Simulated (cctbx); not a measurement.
# Absolute structure of Ba2TbInS5

Space group Cmc2_1 (no. 36), a = 4.1250 Å, b = 18.1640 Å, c = 12.9350 Å, α = 90.00°, β = 90.00°, γ = 90.00°.

| atom | mult. | x | y | z | Ueq (Å²) |
| --- | --- | --- | --- | --- | --- |
| Tb1 | 4 | 0 | 0.2096 | 0.5185 | 0.0089 |
| Ba1 | 4 | 0 | 0.1170 | 0.1808 | 0.0085 |
| Ba2 | 4 | 0 | 0.1338 | 0.8142 | 0.0095 |
| In1 | 4 | 0 | 0.4457 | 0.9388 | 0.0093 |
| S1 | 4 | 0 | 0.0447 | 0.5506 | 0.0121 |
| S2 | 4 | 1/2 | 0.0042 | 0.7667 | 0.0131 |
| S3 | 4 | 0 | 0.3152 | 0.8638 | 0.0130 |
| S4 | 4 | 0 | 0.2926 | 0.1616 | 0.0139 |
| S5 | 4 | 0 | 0.3584 | 0.4977 | 0.0152 |

The model was made for the exercise: a known structure type with other elements put in, its volume estimated, not relaxed; displacement parameters are assumed.

Data sets are simulated with cctbx and refined with Bijvoet mates kept apart; Flack x is then fitted as the share of an inverted twin with the atoms fixed, Hooft y from the Bijvoet differences. The group is acentric but holds improper operations, so there is an absolute structure (orientation) and no hand.

Untwinned crystal. What Flack and Hooft values should come out?

| λ (Å) | extinction (unmodelled) | d min (Å) | top counts | error (%) | model | R1 | Flack x | s.u. | Hooft y | s.u. | pairs |
| --- | --- | --- | --- | --- | --- | --- | --- | --- | --- | --- | --- |
| 0.71073 | 0 | 0.77 | 20000 | 3 | as given | 0.0128 | -0.011 | 0.009 | -0.003 | 0.011 | 601 |
| 0.71073 | 0 | 0.77 | 20000 | 3 | inverted | 0.0367 | 1.009 | 0.01 | 1.012 | 0.011 | 601 |
| 1.54184 | 0.1 | 0.83 | 70000 | 6 | as given | 0.0165 | -0.007 | 0.004 | -0.003 | 0.006 | 478 |

With Mo Kα, x is within 3 s.u. of 0, so the absolute structure is right. With Cu Kα, x is within 3 s.u. of 0, so the absolute structure is right. Inverting the model turns x into about 1 − x.

A further crystal gives:

| λ (Å) | extinction (unmodelled) | d min (Å) | top counts | error (%) | model | R1 | Flack x | s.u. | Hooft y | s.u. | pairs |
| --- | --- | --- | --- | --- | --- | --- | --- | --- | --- | --- | --- |
| 1.54184 | 0 | 0.83 | 20000 | 2 | as given | 0.0406 | 0.499 | 0.006 | 0.501 | 0.005 | 478 |

**Question.** What is it?

It was simulated as an inversion twin with a fraction 0.5 of the inverted domain. Flack x is over 3 s.u. from both 0 and 1 and reads that fraction.
